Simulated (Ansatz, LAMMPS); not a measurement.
## Convergence of a linear-scaling basis for amorphous Si0.85C0.15 (202 atoms)

Wanted: errors and times of a linear-scaling basis for amorphous Si0.85C0.15 (202 atoms). A setting counts as converged where the r.m.s. difference of forces stays under 1 % of the r.m.s. force.

Method: Kohn-Sham DFT, PBE, PAW (set soft_2), plane waves, in Ansatz 0.2.0.

The raw output is cut from this account; settings, times and results stay.

## 1. Starting point

The cell holds 202 atoms: 172 Si and 30 C. Its edges and angles: a = 15.022 Å, b = 15.022 Å, c = 15.022 Å, α = 90.0°, β = 90.0°, γ = 90.0°. 202 atoms (172 Si, 30 C) placed at random at 2.54 g/cm³, melted at 4500 K for 10 ps at fixed volume with the Tersoff potential (Tersoff, Phys. Rev. B 39, 5566 (1989)). Quenched from 4500 K to 300 K at 20 K/ps and fixed volume, held 5 ps, then minimised at fixed cell.

What the set-up can't give: The quench rate of 20 K/ps far exceeds what a furnace or splat quench reaches, so expect more defects and frozen-in strain than in a real sample. The network of bonds at the start is that of the classical potential that made the cell, and needn't be the one that DFT or experiment would give. Sampling is at Γ alone, for a cell whose shortest periodic width is 15 Å.

## 2. The classical run that made the cell

A classical potential supplies the starting structure, since it reaches far longer times than DFT.

This step: classical MD, Tersoff potential (Tersoff, Phys. Rev. B 39, 5566 (1989)) (LAMMPS 22 Jul 2025 - Update 4).

Input file in.lmp:

```
# melt-quench of Si172C30
units metal
atom_style atomic
boundary p p p
region box block 0 15.0216 0 15.0216 0 15.0216
create_box 2 box
mass 1 28.0850   # Si
mass 2 12.0110   # C
create_atoms 1 random 172 461775 NULL overlap 1.84 maxtry 2000
create_atoms 2 random 30 461782 NULL overlap 1.84 maxtry 2000
pair_style tersoff
pair_coeff * * SiCGe.tersoff Si(D) C
neigh_modify delay 0 every 1 check yes
thermo_style custom step time temp pe press density
thermo_modify norm yes
timestep 0.0005
thermo 100
min_style cg
minimize 1e-4 1e-4 200 2000
reset_timestep 0
velocity all create 4500 461776 mom yes dist gaussian
fix lim all nve/limit 0.05
fix lan all langevin 4500 4500 0.05 461777 zero yes
thermo 500
run 1000 post no
unfix lim
unfix lan
thermo 3333
fix md all nvt temp 4500 4500 0.05
run 20000 post no
unfix md
thermo 42000
fix md all nvt temp 4500 300 0.05
run 420000 post no
unfix md
thermo 5000
fix md all nvt temp 300 300 0.05
run 10000 post no
unfix md
thermo 100
min_style cg
minimize 0 1e-3 2000 20000
write_dump all custom glass.dump id type xs ys zs modify sort id
```

Run with:

```bash
$ lmp -in in.lmp -log none -nocite
```

Elapsed: 2.9 min, on 1 thread of Arm Neoverse V2, shared host; peak memory 0.07 GiB.

## 3. Plane-wave single point

This run is the reference for what follows, at a cutoff of 420 eV.

Input file input.yaml:

```yaml
crystal:
  lattice:
    - [15.0216, 0.0, 0.0]
    - [0.0, 15.0216, 0.0]
    - [0.0, 0.0, 15.0216]
  atoms:
    - { symbol: Si, position: [0.99767, 0.95507, 0.2047] }
    - { symbol: Si, position: [0.49427, 0.29401, 0.92708] }
    - { symbol: Si, position: [0.66412, 0.2306, 0.74956] }
    - { symbol: Si, position: [0.48518, 0.3616, 0.78487] }
    - { symbol: Si, position: [0.18505, 0.21487, 0.02438] }
    - { symbol: Si, position: [0.17363, 0.30275, 0.75298] }
    - { symbol: Si, position: [0.28573, 0.26278, 0.49695] }
    - { symbol: Si, position: [0.28338, 0.18787, 0.63155] }
    - { symbol: Si, position: [0.40595, 0.1126, 0.91403] }
    - { symbol: Si, position: [0.9615, 0.79108, 0.86507] }
    - { symbol: Si, position: [0.66151, 0.62599, 0.50084] }
    - { symbol: Si, position: [0.92762, 0.28132, 0.89991] }
    - { symbol: Si, position: [0.82466, 0.81765, 0.93132] }
    - { symbol: Si, position: [0.20235, 0.1502, 0.88135] }
    - { symbol: Si, position: [0.76193, 0.30034, 0.13817] }
    - { symbol: Si, position: [0.91752, 0.65526, 0.40191] }
    - { symbol: Si, position: [0.07598, 0.02894, 0.6085] }
    - { symbol: Si, position: [0.52599, 0.82177, 0.43566] }
    - { symbol: Si, position: [0.77983, 0.43119, 0.7546] }
    - { symbol: Si, position: [0.36892, 0.45318, 0.29216] }
    - { symbol: Si, position: [0.51069, 0.99545, 0.66844] }
    - { symbol: Si, position: [0.01279, 0.02736, 0.82323] }
    - { symbol: Si, position: [0.7272, 0.09394, 0.16442] }
    - { symbol: Si, position: [0.03295, 0.87738, 0.41203] }
    - { symbol: Si, position: [0.1503, 0.64351, 0.56266] }
    - { symbol: Si, position: [0.30198, 0.27514, 0.84892] }
    - { symbol: Si, position: [0.9342, 0.63414, 0.81329] }
    - { symbol: Si, position: [0.4371, 0.31027, 0.31849] }
    - { symbol: Si, position: [0.17139, 0.01632, 0.4843] }
    - { symbol: Si, position: [0.69644, 0.14124, 0.01543] }
    - { symbol: Si, position: [0.13099, 0.14538, 0.40603] }
    - { symbol: Si, position: [0.55599, 0.75719, 0.2955] }
    [... 164 atom lines left out ...]
    - { symbol: C, position: [0.62222, 0.36179, 0.60417] }
    - { symbol: C, position: [0.47494, 0.67119, 0.25539] }
    - { symbol: C, position: [0.15898, 0.2498, 0.47367] }
    - { symbol: C, position: [0.30623, 0.48692, 0.9888] }
    - { symbol: C, position: [0.09863, 0.2974, 0.00951] }
    - { symbol: C, position: [0.28492, 0.49476, 0.78584] }
kpoints:
  mp_grid: { grid: [1, 1, 1] }
hamiltonian:
  xc: pbe
scf:
  occupations: { method: fermi_dirac, width: 0.05 }
output:
  forces: true
  stress: true
  populations: true
  dos:
    method: { smearing: { sigma: 0.15 } }
    de: 0.1
    projected: { site_lists: { C: [C], Si: [Si] } }
  eigenvalues: true
  write_density: true
  write_potential: true
  volumetric_format: npy
```

Run with:

```bash
$ ansatz run input.yaml --threads 4 --pin off --max-ram 8192MiB --backend cpu --events-out ev --progress --plain --runs-dir out
```

Wall time 1.7 min (4 threads of Arm Neoverse V2, shared host); peak memory 4.9 GiB.

Read from the output:

```yaml
free_energy: -116804.5450 eV
free_energy_per_atom: -578.2403 eV/atom
scf_cycles: 9
pressure: 2.172 GPa
r_m_s_force_component: 0.3841 eV/Å
longest_force: 2.736 eV/Å
fermi_energy: 7.397 eV
levels_partly_filled_by_over_2_per_cent: 13
spilling_of_the_projection: 0.01286
```

The r.m.s. force component of 0.38 eV/Å sets the scale for the differences below.

## 4. Support functions medium

With localised support functions most steps grow linearly with size, though the diagonalisation grows faster unless the density matrix is cut; this run measures error and cost at this size.

This step: Kohn-Sham DFT, PBE, PAW (set soft_2), localised support functions (medium) (Ansatz 0.2.0).

input.yaml, the sections that differ from step 3:

```yaml
scf:
  occupations: { method: fermi_dirac, width: 0.05 }
  eigensolver: { kind: { support_functions: { accuracy: medium } } }
  mixing: { beta: 0.4 }
  max_iter: 150
output:
  forces: true
  eigenvalues: true
# crystal, kpoints, hamiltonian: as in step 3
```

Wall time 2.7 min (4 threads); peak memory 5.5 GiB.

The program notes that the band table was not solved further than the SCF left it and it switched symmetry off.

Keys that differ from the reference: support_functions.accuracy = "medium", scf.max_iter = 150 and scf.mixing.beta = 0.4.

Forces differ from the reference by 0.38 meV/Å r.m.s., 0.100 % of their size, well within a tolerance of 1 %; the energy by -0.69 meV/atom. It took roughly 1.6 times the reference's time (one timing each, with unlike analyses asked), in 13 cycles against 9.

## 5. Support functions low

The cell is solved in localised support functions.

This step: Kohn-Sham DFT, PBE, PAW (set soft_2), localised support functions (low) (Ansatz 0.2.0).

input.yaml, the sections that differ from step 4:

```yaml
scf:
  occupations: { method: fermi_dirac, width: 0.05 }
  eigensolver: { kind: { support_functions: { accuracy: low } } }
  mixing: { beta: 0.4 }
  max_iter: 150
# crystal, kpoints, hamiltonian, output: as in step 4
```

Run time: 2.4 min. Hardware: 4 threads; peak memory 5.5 GiB.

Keys that differ from the reference: support_functions.accuracy = "low", scf.max_iter = 150 and scf.mixing.beta = 0.4.

Forces differ from the reference by 0.42 meV/Å r.m.s., 0.11 % of their size, well within a tolerance of 1 %; the energy by -0.69 meV/atom.

## 6. Support functions medium, radius 3.77 Å

The radius confines each support function; a larger one gives more freedom and more work per atom.

This step: Kohn-Sham DFT, PBE, PAW (set soft_2), localised support functions (medium) (Ansatz 0.2.0).

input.yaml, the sections that differ from step 5:

```yaml
scf:
  occupations: { method: fermi_dirac, width: 0.05 }
  eigensolver: { kind: { support_functions: { accuracy: medium, radius: 3.77 } } }
  mixing: { beta: 0.4 }
  max_iter: 150
# crystal, kpoints, hamiltonian, output: as in step 5
```

The job ended after 2.5 min (4 threads; peak memory 5.4 GiB; 9.8 min of CPU time).

Keys that differ from the reference: support_functions.accuracy = "medium", support_functions.radius = 3.77, scf.max_iter = 150 and scf.mixing.beta = 0.4.

Forces differ from the reference by 0.47 meV/Å r.m.s., 0.12 % of their size, well within a tolerance of 1 %; the energy by -0.69 meV/atom. It took roughly 1.5 times the reference's time (one timing each, with unlike analyses asked), in 13 cycles against 9.

## 7. Support functions medium, radius 4.08 Å

input.yaml, the sections that differ from step 6:

```yaml
scf:
  occupations: { method: fermi_dirac, width: 0.05 }
  eigensolver: { kind: { support_functions: { accuracy: medium, radius: 4.08 } } }
  mixing: { beta: 0.4 }
  max_iter: 150
# crystal, kpoints, hamiltonian, output: as in step 6
```

The job ended after 2.9 min (4 threads; peak memory 5.8 GiB).

Keys that differ from the reference: support_functions.accuracy = "medium", support_functions.radius = 4.08, scf.max_iter = 150 and scf.mixing.beta = 0.4.

Forces differ from the reference by 0.27 meV/Å r.m.s., 0.069 % of their size, well within a tolerance of 1 %; the energy by -0.69 meV/atom. It took roughly 1.7 times the reference's time (one timing each, with unlike analyses asked), in 13 cycles against 9.

## 8. What each setting buys

Differences are against the plane-wave reference (Kohn-Sham DFT, PBE, PAW (set soft_2), plane waves), whose r.m.s. force component is 0.384 eV/Å. Energies are set beside the reference only for runs with its functional, potentials and electron count. Times are for 4 threads of Arm Neoverse V2, shared host. The reference's time includes the DOS, the stress and grids, which some other runs skip.

```tsv
run	Δ force, r.m.s. (meV/Å)	share of r.m.s. force (%)	Δ energy (meV/atom)	cycles	time	host memory (GiB)
reference	-	-	-	9	1.7 min	4.9
support functions medium	0.383	0.0996	-0.688	13	2.7 min	5.5
support functions low	0.418	0.109	-0.688	11	2.4 min	5.5
support functions medium, radius 3.77 Å	0.472	0.123	-0.691	13	2.5 min	5.4
support functions medium, radius 4.08 Å	0.265	0.069	-0.687	13	2.9 min	5.8
```

## 9. The reference in detail

With the settings judged, the reference run is read for its physics.

Neighbours are counted within 2.77 Å (Si-Si), 2.28 Å (Si-C), 1.85 Å (C-C).

Length of the force by element and coordination:

```tsv
element	coordination	atoms	mean length of the force (eV/Å)	spread	least	most
C	all	30	1.03	0.621	0.153	2.74
C	3	18	1.24	0.607	0.362	2.74
C	4	12	0.722	0.501	0.153	1.64
Si	all	172	0.468	0.220	0.045	1.21
Si	3	2	0.666	0.128	0.538	0.794
Si	4	120	0.470	0.222	0.110	1.21
Si	5	48	0.454	0.217	0.045	1.05
Si	6	2	0.479	0.146	0.332	0.625
```

Löwdin charges by element and coordination (they lack the spilled electrons, 0.051 e an atom on average):

```tsv
element	coordination	atoms	mean charge (e)	spread	least	most
C	all	30	-0.710	0.199	-0.902	-0.201
C	3	18	-0.648	0.213	-0.854	-0.201
C	4	12	-0.803	0.128	-0.902	-0.571
Si	all	172	0.184	0.186	-0.063	0.731
Si	3	2	0.547	0.184	0.363	0.731
Si	4	120	0.200	0.191	-0.0294	0.681
Si	5	48	0.139	0.147	-0.063	0.390
Si	6	2	0.0021	0.0242	-0.0221	0.0264
```

Density of states as counts of states in windows of 1 eV (from the Fermi level), total and the larger projections:

```tsv
from (eV)	to (eV)	total	Si p	Si s	C p
-17	-16	1.0	0.1	0.1	0.1
-16	-15	6.8	1.3	1.2	0.5
-15	-14	8.5	2.0	2.6	0.3
-14	-13	18.1	4.6	5.4	0.5
-13	-12	17.1	4.3	6.4	0.6
-12	-11	27.0	7.2	15.4	1.9
-11	-10	46.2	14.1	26.2	3.5
-10	-9	50.9	16.5	28.0	4.6
-9	-8	52.6	17.7	26.5	6.6
-8	-7	54.8	21.6	23.5	8.3
-7	-6	56.8	26.3	18.9	10.0
-6	-5	62.4	34.9	13.8	12.3
-5	-4	77.6	51.8	10.3	13.9
-4	-3	88.3	64.1	8.9	13.6
-3	-2	97.9	76.2	7.9	11.5
-2	-1	76.2	60.1	6.2	7.7
-1	0	66.2	44.4	8.1	10.1
0	1	58.3	37.2	9.4	6.4
1	2	75.7	45.3	13.9	4.8
2	3	91.5	52.7	15.4	4.8
3	4	103.2	58.5	14.9	4.5
```

The levels nearest the highest filled one (over half full), pooled over k-points and spins:

```tsv
level less the highest filled one (eV)	occupation
-0.121	1.90
-0.096	1.84
-0.0791	1.78
-0.0432	1.60
-0.0192	1.42
0	1.25
0.0385	0.873
0.0773	0.526
0.0957	0.395
0.122	0.252
0.152	0.149
0.204	0.055
```

Electrostatic potential energy in the bc plane at fractional x = 0.147, with atoms of Si and C within 0.2 Å of it. With pseudopotentials it is smooth inside the atoms' cores, unlike the true potential.

Ten even steps from '0' (-47 eV) to '9' (11 eV), each cell a mean:
```
9999999988899987424799999876899987789999999
9999988889999996323799998400278731148999999
9999976689999998778899998411378730148999999
9999988889999999999999999877899987788999999
9987778999987678999999999999999999876789999
9861005899862026899999999999999998521479999
9962115866775357999899999999999999754689999
9988778721588899999888778999999999998899999
9889999976789999999988668888889999999999999
8889999986568999999999899852137999899999999
8789999987778999999999999830016887778999998
2247999998547999999999999876578998788999986
1137887786104767888899865578999999888987785
7788731158767301799999710037999999999840168
9999731158999746899999842258999999999963479
9999987789998534799999998887667999999998889
9999998767886000489999999973003799999988899
9999998656897423689999999974114799999743479
9999988888999988999999866788778877888400058
9998522589999999999997300279998400278753579
6787200379999999999998521479998411279999876
1588655788899999999999888899999877899999841
4689999864578999999999999999999999999999864
9999999853467789888999999999999999999999998
```
Columns run along b (15.0 Å; values clipped at the 3rd and 97th percentile), rows up along c (15.0 Å). Atoms in or near the plane, at fractional coordinates: Si at (0.64, 0.56), Si at (0.13, 0.14), Si at (0.55, 0.16), Si at (0.66, 0.28), Si at (0.62, 0.91), Si at (0.76, 0.16), Si at (0.91, 0.22), Si at (0.10, 0.74), Si at (0.33, 0.30), Si at (0.57, 0.42), Si at (0.78, 0.90), C at (0.91, 0.41), C at (0.25, 0.47).

Valence density in the bc plane at fractional x = 0.147, with atoms of Si and C within 0.2 Å of it. It is the smooth field of the valence electrons, not physical close to the nuclei.

Ten steps, logarithmic in the rise over the least value, from '0' (0.0 e/Å³) to '9' (1.7 e/Å³), each cell a mean:
```
4321235566667777666654446676655555665434455
3222455655434456667654346655676665666433343
2223556654322345666543456665676765566432222
2234566654334444444433455666655556766432111
3456676544456666543233444444332345676643222
4566556655666566654444443332221245666665433
4566567888876666555556654322222345666765433
4566667899976544445667765543344444556655444
5565545789875332334566666666555444444444444
6665433566665321233444556776566655554433345
6765433456776422233333345665467666665432345
6666544468998654444444445677665566776544456
6567766679999887765555666676543345666677877
6667765678889999865556664566532233446799997
4345666666556899753334566666543322234689986
3113567776556777653212345666666542112467875
3102356666667645664321234566556643223567765
3112356666666656665443445566556654445666765
4223567765544455555556666666667766667753565
5556666765321112234566654665556655677766776
6677645665321000012346666664445665665556676
6777667776544332111235566654334566543335666
6655456776677764333334555553223344332124666
5432235666788876655544455555432233332224566
```
Columns run along b (15.0 Å), rows up along c (15.0 Å). Atoms in or near the plane, at fractional coordinates: Si at (0.64, 0.56), Si at (0.13, 0.14), Si at (0.55, 0.16), Si at (0.66, 0.28), Si at (0.62, 0.91), Si at (0.76, 0.16), Si at (0.91, 0.22), Si at (0.10, 0.74), Si at (0.33, 0.30), Si at (0.57, 0.42), Si at (0.78, 0.90), C at (0.91, 0.41), C at (0.25, 0.47).

Mean Löwdin charges: C -0.71, Si +0.18 e (they miss 1.3 % of the electrons, so they add up to more than the cell's charge). Within 0.4 eV of the Fermi level the largest share is Si p (68 % of the projected weight).

## 10. Distances and neighbours

These statistics describe the geometry on which the runs were made.

Density 2.54 g/cm³, 16.78 Å³ an atom.

g(r), total and by pair (bins of 0.1 Å):

```tsv
r (Å)	total	Si-Si	Si-C	C-C
1.35	0.00	0.00	0.00	0.00
1.45	0.31	0.00	0.00	14.00
1.55	0.11	0.00	0.00	5.15
1.65	0.00	0.00	0.00	0.00
1.75	0.25	0.00	0.99	0.00
1.85	2.36	0.00	9.32	0.00
1.95	0.75	0.00	2.95	0.00
2.05	0.00	0.00	0.00	0.00
2.15	0.00	0.00	0.00	0.00
2.25	0.23	0.32	0.00	0.00
2.35	3.55	4.89	0.00	0.00
2.45	2.75	3.80	0.00	0.00
2.55	0.80	1.02	0.08	1.88
2.65	0.15	0.16	0.15	0.00
2.75	0.14	0.02	0.48	0.00
2.85	0.24	0.00	0.83	1.48
2.95	0.51	0.41	0.84	0.00
3.05	0.74	0.74	0.56	2.58
3.15	1.38	1.43	1.05	3.64
3.25	0.91	0.86	1.13	0.00
3.35	1.05	0.81	1.72	1.07
3.45	1.03	0.78	1.84	0.00
3.55	1.33	1.16	1.78	1.89
3.65	1.48	1.38	1.84	0.46
3.75	1.52	1.57	1.46	0.42
3.85	1.27	1.47	0.81	0.00
3.95	1.25	1.45	0.74	0.39
4.05	1.34	1.54	0.77	1.46
4.15	1.00	1.10	0.73	0.70
4.25	1.04	1.12	0.76	1.67
4.35	0.94	0.98	0.80	0.94
4.45	0.90	0.86	1.06	0.31
4.55	0.81	0.77	0.93	0.87
4.65	0.77	0.72	0.97	0.27
4.75	0.78	0.70	0.90	1.87
4.85	0.97	0.90	1.13	1.52
4.95	0.83	0.78	1.00	0.48
5.05	0.96	0.90	1.21	0.23
5.15	0.91	0.88	1.01	0.90
5.25	0.98	1.04	0.78	1.30
5.35	0.93	0.92	0.95	0.83
5.45	0.99	1.04	0.88	0.61
5.55	1.03	1.03	1.12	0.00
5.65	0.88	0.83	1.03	0.93
```

Bonds by pair of elements; cutoffs follow the first minimum of g(r), held within bounds set by covalent radii, and pairs that aren't listed don't count as bonded:

```tsv
pair A-B	cutoff (Å)	bonds	mean length (Å)	spread (Å)	shortest (Å)	B about A	A about B
Si-Si	2.77	325	2.42	0.075	2.26	3.78	3.78
Si-C	2.28	88	1.87	0.046	1.78	0.512	2.93
C-C	1.85	7	1.48	0.026	1.43	0.467	0.467
```

How many atoms have how many bonded neighbours:

```tsv
element	mean	3	4	5	6
C	3.4	18	12	0	0
Si	4.29	2	120	48	2
```

Rings of the network by King's shortest-path rule, up to 12 atoms, one path for each pair of neighbours; H, halogens, alkali and alkaline-earth atoms are left out:

```tsv
ring size (atoms)	rings	per network atom
3	4	0.02
4	21	0.104
5	125	0.619
6	173	0.856
7	112	0.554
8	23	0.114
```

First main peaks of g(r), for some of the pairs, lie near 2.4 Å (Si-Si), 1.9 Å (Si-C) and 1.5 Å (C-C). Counting bonds as in the table, 60 % of C atoms have 3 and 70 % of Si atoms have 4 bonded neighbours. Rings of 6 atoms are the most common (38 % of those counted); sizes run from 3 to 8.

The surroundings of Si131, picked at random, nearest first, numbered as they follow in the input and with coordinates relative to it.

```tsv
atom	x	y	z	distance (Å)	bonds	Löwdin charge (e)	Fx	Fy	Fz (eV/Å)
Si131	0.00	0.00	0.00	0.00	4	-0.03	-0.20	0.04	0.05
Si8	-1.73	-0.84	-1.36	2.36	4	0.34	0.62	-0.16	-0.29
Si4	1.30	1.77	0.94	2.39	4	0.06	0.00	0.06	-0.54
Si163	1.99	-1.24	-0.49	2.39	5	0.10	0.22	0.32	-0.09
Si26	-1.45	0.47	1.90	2.44	5	0.27	0.26	0.07	-0.17
C177	-0.20	-0.13	3.20	3.21	4	-0.88	0.18	0.22	0.14
Si2	1.44	0.75	3.08	3.48	5	0.33	0.17	0.06	-0.15
Si9	0.11	-1.97	2.88	3.49	4	0.34	-0.12	-0.27	-0.42
Si6	-3.38	0.88	0.46	3.52	4	0.33	-0.35	0.43	0.02
C185	-3.44	-0.61	-0.66	3.55	4	-0.89	-0.36	-0.04	0.36
Si76	1.85	-1.22	-2.88	3.63	4	0.01	-0.11	-0.25	0.01
Si64	1.93	-2.71	1.54	3.67	5	0.04	0.15	0.00	0.34
```

## 11. Summary of results

```
free energy per atom        : -578.2403 eV/atom
pressure                    : 2.172 GPa
r.m.s. force component      : 0.3841 eV/Å
wall time of the 5 DFT runs : 12 min
```

What this shows: Against plane waves at 420 eV, the forces differ by 0.38 meV/Å (0.100 %) with support functions medium, and by 0.27 meV/Å in the closest run (support functions medium, radius 4.08 Å). At 202 atoms the fastest of the runs at a preset level, support functions low, takes roughly 1.4 times the time of plane waves (whose run also made extra analyses), in 11 SCF cycles against 9. Differences between support functions and plane waves include what basis error the plane-wave run still has.

13 levels are partly filled, by over 2 % (at Γ alone): at this level the cell shows no clear gap. Counting bonds as in the table, 60 % of C atoms have 3 and 70 % of Si atoms have 4 bonded neighbours.

Caveats: The geometry was minimised with a classical potential and isn't relaxed at this level: its force components are 0.38 eV/Å r.m.s. The pressure of 2.2 GPa belongs to unrelaxed atoms and would change as they relax.

[Long decimals in the printed logs are rounded to 6 places.]

[Logs are printed without paths, hosts, clocks, repeated set-up lines and the standing remarks that a program may print on its own settings, such as how far it seeks lower states.]

[Hosts, paths, dates, database ids (printed as entryN), source tags and the programs' standing remarks are cut or masked in the printed files.]
